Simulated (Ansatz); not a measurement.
# Cu chain started as a strip of triangles: one chain at several levels of theory, part 2 of 2

Wanted: the relaxed geometry and the open channels of the Cu chain started as a strip of triangles, by several methods.

Ansatz 0.2.0; DFT PBE, plane waves, PAW; relaxation of a chain's period (the session's first sound run).

So far, conductance of the lead as this run defines it (G₀): 2.00 in steps 3, 5 and 7.

### Step 9. The wire at its relaxed period, level PBEsol, cutoff 420 eV

This step: DFT PBEsol, plane waves, PAW; channels and complex bands of a perfect chain (Ansatz 0.2.0).

The channels are counted again under PBEsol, at the period that it gave.

The input, input.yaml:

```yaml
crystal:
  lattice:
    - [9.0, 0.0, 0.0]
    - [0.0, 7.5, 0.0]
    - [0.0, 0.0, 2.3274906636]
  atoms:
    - { symbol: Cu, position: [0.386620792, 0.5, 0.0] }
    - { symbol: Cu, position: [0.613379208, 0.5, 0.5] }
kpoints:
  mp_grid: { grid: [1, 1, 35] }
  band_path: { path: ["Γ", Z], npoints: 60 }
scf:
  occupations: { method: fermi_dirac, width: 0.05 }
hamiltonian:
  xc: pbesol
output:
  transmission:
    e_range: [-2, 2]
    de: 0.035
    kmesh: [1, 1]
    reduced_basis: true
    leads: [[0, 0]]
  dos: { projected: true, e_range: [-6, 4] }
```

Started as:

```sh
$ ansatz run input.yaml --threads 4 --pin off --max-ram 8192MiB --backend cpu --events-out ev --progress --plain --runs-dir out
```

The job ended after 24 s (4 threads of Arm Neoverse V2, shared host; peak memory 0.72 GiB; 82 s of CPU time).

The open channels of the lead, one spin by energy, zero at the Fermi level:

energy (eV), open channels of the lead, one spin and a bar from the least value:
```
   -2.000       4.00 ##################
   -1.895       5.00 ########################
   -1.790       5.00 ########################
   -1.685       5.00 ########################
   -1.615       5.00 ########################
   -1.510       6.00 ##############################
   -1.405       6.00 ##############################
   -1.300       6.00 ##############################
   -1.195       6.00 ##############################
   -1.090       6.00 ##############################
   -0.985       6.00 ##############################
   -0.915       3.00 ############
   -0.810       3.00 ############
   -0.705       2.00 ######
   -0.600       1.00 
   -0.495       1.00 
   -0.390       2.00 ######
   -0.285       2.00 ######
   -0.215       2.00 ######
   -0.110       2.00 ######
   -0.005       2.00 ######
    0.100       2.00 ######
    0.205       2.00 ######
    0.310       2.00 ######
    0.415       2.00 ######
    0.485       2.00 ######
    0.590       2.00 ######
    0.695       2.00 ######
    0.800       2.00 ######
    0.905       2.00 ######
    1.010       2.00 ######
    1.115       2.00 ######
    1.185       2.00 ######
    1.290       2.00 ######
    1.395       2.00 ######
    1.500       2.00 ######
    1.605       2.00 ######
    1.710       3.00 ############
    1.815       3.00 ############
    1.885       3.00 ############
```

At the computed energy nearest the Fermi level there are 2 channels a spin, and the thermal average gives 2.00 G₀.

### Step 10. Side by side

Times are for 4 threads of Arm Neoverse V2, shared host. The series side by side:

```csv
no.,level,conductance of the lead as this run defines it (G₀),time,memory (GiB)
1,PBE,2.000,23 s,0.72
2,LDA,2.000,23 s,0.71
3,r2SCAN,2.000,20 s,0.97
4,PBEsol,2.000,24 s,0.72
```

### Step 11. The relaxed wire, cutoff 1350 eV

This step: DFT PBE, plane waves, PAW (JTH); relaxation of a chain's period (Ansatz 0.2.0).

The same functional on other atomic datasets tests how far the result hangs on the treatment of the cores. Against the first PBE run of this kind, the cutoff is 1350 eV against 420.

The input, input.yaml:

```yaml
crystal:
  lattice:
    - [9.0, 0.0, 0.0]
    - [0.0, 7.5, 0.0]
    - [0.0, 0.0, 2.58324]
  atoms:
    - { symbol: Cu, position: [0.377386667, 0.5, 0.0], spin: 0.5 }
    - { symbol: Cu, position: [0.622613333, 0.5, 0.5], spin: 0.5 }
magnetization:
  spin_polarized: true
kpoints:
  mp_grid: { grid: [1, 1, 31] }
scf:
  occupations: { method: fermi_dirac, width: 0.05 }
hamiltonian:
  xc: pbe
  pseudopotentials: { kind: paw, source: jth }
relax:
  cell: { fix: [a, b, alpha, beta, gamma] }
  max_steps: 60
```

The job ended after 53 s (4 threads; peak memory 1.4 GiB; 3.5 min of CPU time).

The cell's length comes to 2.374 Å, +0.1 % against the first run, with no moment.

### Step 12. Relaxing the period

This step: DFT PBE, plane waves, PAW; relaxation of a chain's period (Ansatz 0.2.0).

No moment formed, so a run without spin should agree; this checks it and saves time.

input.yaml, the sections that differ from step 11:

```yaml
crystal:
  lattice:
    - [9.0, 0.0, 0.0]
    - [0.0, 7.5, 0.0]
    - [0.0, 0.0, 2.58324]
  atoms:
    - { symbol: Cu, position: [0.377386667, 0.5, 0.0] }
    - { symbol: Cu, position: [0.622613333, 0.5, 0.5] }
hamiltonian:
  xc: pbe
# kpoints, scf, relax: as in step 11
# magnetization: removed
```

Wall time 5.3 s (4 threads); peak memory 0.46 GiB.

The cell's length comes to 2.372 Å, +0.0 % against the first run, with spin left out.

### Step 13. Comparing the runs

Times are for 4 threads of Arm Neoverse V2, shared host. The runs compared:

```csv
no.,level,cell length along the wire (Å),time,memory (GiB)
1,PBE,2.372,12 s,0.49
2,LDA,2.288,15 s,0.47
3,r2SCAN,2.333,48 s,0.9
4,PBEsol,2.327,15 s,0.5
5,"PBE, JTH files",2.374,53 s,1.4
6,"PBE, no spin",2.372,5.3 s,0.46
```

### Step 14. With spin-orbit coupling

This step: DFT PBE, plane waves, fully relativistic PAW; channels of a perfect chain with spin-orbit coupling (Ansatz 0.2.0).

Spin-orbit coupling mixes the spins and splits bands that cross or touch without it, so it can open or close channels. Fully relativistic datasets take the place of the scalar ones. The window is narrow, since spinor matrices are twice as large.

The input, input.yaml:

```yaml
crystal:
  lattice:
    - [9.0, 0.0, 0.0]
    - [0.0, 7.5, 0.0]
    - [0.0, 0.0, 2.3723524564]
  atoms:
    - { symbol: Cu, position: [0.384466057, 0.5, 0.0] }
    - { symbol: Cu, position: [0.615533943, 0.5, 0.5] }
kpoints:
  mp_grid: { grid: [1, 1, 34] }
  band_path: { path: ["Γ", Z], npoints: 60 }
scf:
  occupations: { method: fermi_dirac, width: 0.05 }
hamiltonian:
  xc: pbe
  pseudopotentials: { kind: paw_fr }
output:
  transmission:
    e_range: [-0.42, 0.42]
    de: 0.035
    kmesh: [1, 1]
    reduced_basis: false
    leads: [[0, 0]]
magnetization:
  noncollinear: true
  spin_orbit: true
```

Elapsed: 5.8 min, on 4 threads; peak memory 4.1 GiB.

This step gave:

- energy at zero smearing: -13248.3016 eV
- channels at the energy nearest the Fermi level, both spins: 4

The open channels of the lead, both spins stays at 4 for energy from -0.42 to 0.42 eV.

The slowest values at each energy, most degenerate partners merged, listed up to 1.5 1/Å. Table of Im kz of the slowest decaying states by energy, zero at the Fermi level:

```csv
energy (eV),decay 1 (Å⁻¹),decay 2 (Å⁻¹),decay 3 (Å⁻¹),decay 4 (Å⁻¹)
-0.420,0.248,0.297,0.489,0.498
-0.385,0.260,0.304,0.503,0.507
-0.350,0.271,0.311,0.516,0.517
-0.315,0.281,0.318,0.525,0.529
-0.280,0.289,0.324,0.533,0.541
-0.245,0.297,0.329,0.541,0.553
-0.210,0.304,0.334,0.549,0.564
-0.175,0.311,0.338,0.556,0.575
-0.140,0.317,0.341,0.563,0.586
-0.105,0.322,0.345,0.569,0.597
-0.070,0.327,0.348,0.576,0.607
-0.035,0.331,0.350,0.582,0.617
0.000,0.335,0.352,0.587,0.626
0.035,0.339,0.354,0.593,0.636
0.070,0.342,0.355,0.598,0.645
0.105,0.345,0.356,0.603,0.654
0.140,0.348,0.357,0.608,0.663
0.175,0.350,0.358,0.612,0.672
0.210,0.353,0.357,0.617,0.681
0.245,0.355,0.357,0.621,0.689
0.280,0.356,0.625,0.697,1.01
0.315,0.356,0.629,0.705,1.01
0.350,0.356,0.632,0.713,1.00
0.385,0.356,0.636,0.721,1.000
0.420,0.355,0.639,0.729,0.995
```

Electronic bands along the path, in eV, zero at the Fermi level:

```csv
point,band 33,band 34,band 35,band 36,band 37,band 38,band 39,band 40
Γ,-1.01,-1.01,-0.84,-0.84,-0.71,-0.71,-0.43,-0.43
halfway,-1.23,-1.23,-1.22,-1.22,-1.11,-1.11,1.07,1.07
Z,-0.98,-0.98,-0.98,-0.98,2.71,2.71,2.71,2.71
```

At the computed energy nearest the Fermi level there are 4 spinor channels, and the thermal average gives 2.00 G₀.

### Step 15. A repeat with changed settings

This step: DFT PBEsol, plane waves, PAW; channels and complex bands of a perfect chain; changed: hamiltonian.pseudopotentials = {"kind": "paw_fr"}, magnetization = {"noncollinear": true, "spin_orbit": true}, hamiltonian.xc = "pbesol" (Ansatz 0.2.0).

The atoms of the run on the perfect lead (PBE) are kept and the input is varied, to see whether the result depends on it. The ELF is not written this time.

input.yaml, the sections that differ from step 14:

```yaml
hamiltonian:
  xc: pbesol
  pseudopotentials: { kind: paw_fr }
output:
  transmission:
    e_range: [-2, 2]
    de: 0.035
    kmesh: [1, 1]
    reduced_basis: true
    leads: [[0, 0]]
  dos: { projected: true, e_range: [-6, 4] }
  write_potential: true
  write_density: true
  volumetric_format: npy
# crystal, kpoints, scf, magnetization: as in step 14
```

It took 0.15 s on 4 threads; peak memory 0.09 GiB.

The input was rejected at the start.

The program's message: “Error: inconsistent input (output.transmission.reduced_basis, magnetization.noncollinear): a run with two-component spinors is solved on all plane waves alone: leave reduced_basis out”

### Step 16. Results

| Quantity | Value |
| --- | --- |
| cell length, PBE | 2.372 Å |
| cell length, LDA | 2.288 Å |
| cell length, r2SCAN | 2.333 Å |
| cell length, PBEsol | 2.327 Å |
| cell length, PBE, JTH files | 2.374 Å |
| cell length, PBE, no spin | 2.372 Å |
| conductance, PBE | 2.00 G₀ |
| conductance, LDA | 2.00 G₀ |
| conductance, r2SCAN | 2.00 G₀ |
| conductance, PBEsol | 2.00 G₀ |
| conductance, with spin-orbit coupling | 2.00 G₀ |

In words: Under PBE the cell's length is 2.37 Å, no moment survives, and it is a metal with 2 channels a spin next to the Fermi level, 2.00 G₀ at 300 K. The cell's length spans 3.7 % over the functionals, shortest under LDA and longest under PBE. A perfect wire passes every open channel, so the conductance counts half a G₀ for each forward-moving state at the Fermi level, spin by spin. At the relaxed period it forms two rows 2.08 Å apart, with 2.39 Å between atoms of unlike rows and 2.37 Å along a row: a strip of triangles. Transport is coherent and elastic here: the atoms are frozen, so scattering by vibrations plays no part.

[Logs are printed without paths, hosts, clocks, repeated set-up lines and the standing remarks that a program may print on its own settings, such as how far it seeks lower states.]

[Hosts, paths, dates, database ids (printed as entryN), source tags and the programs' standing remarks are cut or masked in the printed files.]
